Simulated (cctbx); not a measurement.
## Occupancies in Ho7Ir3

Cell a = 9.7910 Å, b = 9.7910 Å, c = 5.9550 Å, α = 90.00°, β = 90.00°, γ = 120.00°; space group P6_3mc (no. 186); nominal formula Ho7Ir3.

The data are simulated with cctbx, not measured: synchrotron X-rays, λ = 0.7749 Å, to d = 0.75 Å, 80 % of the full sphere, strongest reflection 20000 counts, noise from counting, a 3 % proportional error and a noise floor of 2 counts (s.d.); no absorption.

With every site full:

```text
Rint 0.031, 476 unique reflections to 0.75 A
cycle     R1     wR2    GooF  max shift (A)
   1  0.0883  0.1983  10.315   0.00058
   2  0.0128  0.0384   1.999   0.00000
final R1 0.0128 wR2 0.0384 GooF 1.999  parameters 21  data/parameter 22.7
atom        x        y        z      Ueq    occ   su(xyz)  su(Uiso or U11)
Ir1    0.19092  0.38183  0.68571   0.0094  1.000  0.00009  0.0002
Ho1    0.46059  0.92119  0.94074   0.0109  1.000  0.00010  0.0002
Ho2    0.87199  0.74399  0.74588   0.0082  1.000  0.00009  0.0002
Ho3    0.66667  0.33333  0.98169   0.0135  1.000  0.00016  0.0003
difference map: max 1.93 min -1.64 rms 0.32
Q1    0.3333  0.6667  0.4375    2    1.93  0.26 A from Ho3
Q2    0.1130  0.2260  0.2218    6    1.59  0.29 A from Ho2
Q3    0.1094  0.5547  0.9579    6    1.30  0.28 A from Ho1
Q4    0.0417  0.4873  0.9310   12    0.95  0.46 A from Ho1
Q5    0.0000  0.0000  0.3784    2    0.75  2.31 A from Ho2
Q6    0.0916  0.5458  0.4533    6    0.68  1.45 A from Ho1
```

With the occupancies of the suspect sites free, each still typed as its main element:

```text
Rint 0.031, 476 unique reflections to 0.75 A
cycle     R1     wR2    GooF  max shift (A)
   1  0.0319  0.0893   4.650   0.00017
  20  0.0079  0.0188   0.978   0.00002
final R1 0.0079 wR2 0.0187 GooF 0.973  parameters 22  data/parameter 21.6
atom        x        y        z      Ueq    occ   su(xyz)  su(Uiso or U11)
Ir1    0.19089  0.38178  0.68580   0.0080  0.946  0.00004  0.0001
Ho1    0.46059  0.92118  0.94079   0.0120  1.000  0.00005  0.0001
Ho2    0.87202  0.74403  0.74593   0.0094  1.000  0.00004  0.0001
Ho3    0.66667  0.33333  0.98147   0.0148  1.000  0.00008  0.0001
su of occupancy Ir1: 0.002
difference map: max 0.51 min -0.48 rms 0.14
Q1    0.9956  0.3028  0.1881   12    0.54  1.59 A from Ir1
Q2    0.0000  0.0000  0.4650    2    0.47  2.53 A from Ho2
Q3    0.2826  0.6413  0.4665    6    0.47  0.44 A from Ho3
Q4    0.0940  0.1879  0.1928    6    0.45  0.66 A from Ho2
Q5    0.1645  0.3291  0.3515    6    0.43  0.88 A from Ho2
Q6    0.1110  0.2219  0.3445    6    0.43  0.65 A from Ho2
```

**Question.** What is the disorder?

X-rays count electrons. Ir1 refines to 0.946(0.002), or 72.8 electrons; the site truly holds 0.94 Ir, 72.4 electrons, which is 0.940 of Ir. A value under 1 can't tell vacancies from a lighter guest, and one over 1 needs a heavier guest; chemistry or a second radiation must settle which. Occupancy correlates with U and the scale, so the match is approximate.

Freeing them takes R1 from 0.0128 to 0.0079 and GooF from 2.00 to 0.97.

The model was made for the exercise: a known structure type with other elements put in, its volume estimated, not relaxed; displacement parameters are assumed.

[Middle refinement cycles are left out of these outputs.]

[Logs are printed without paths, hosts, clocks, repeated set-up lines and the standing remarks that a program may print on its own settings, such as how far it seeks lower states.]
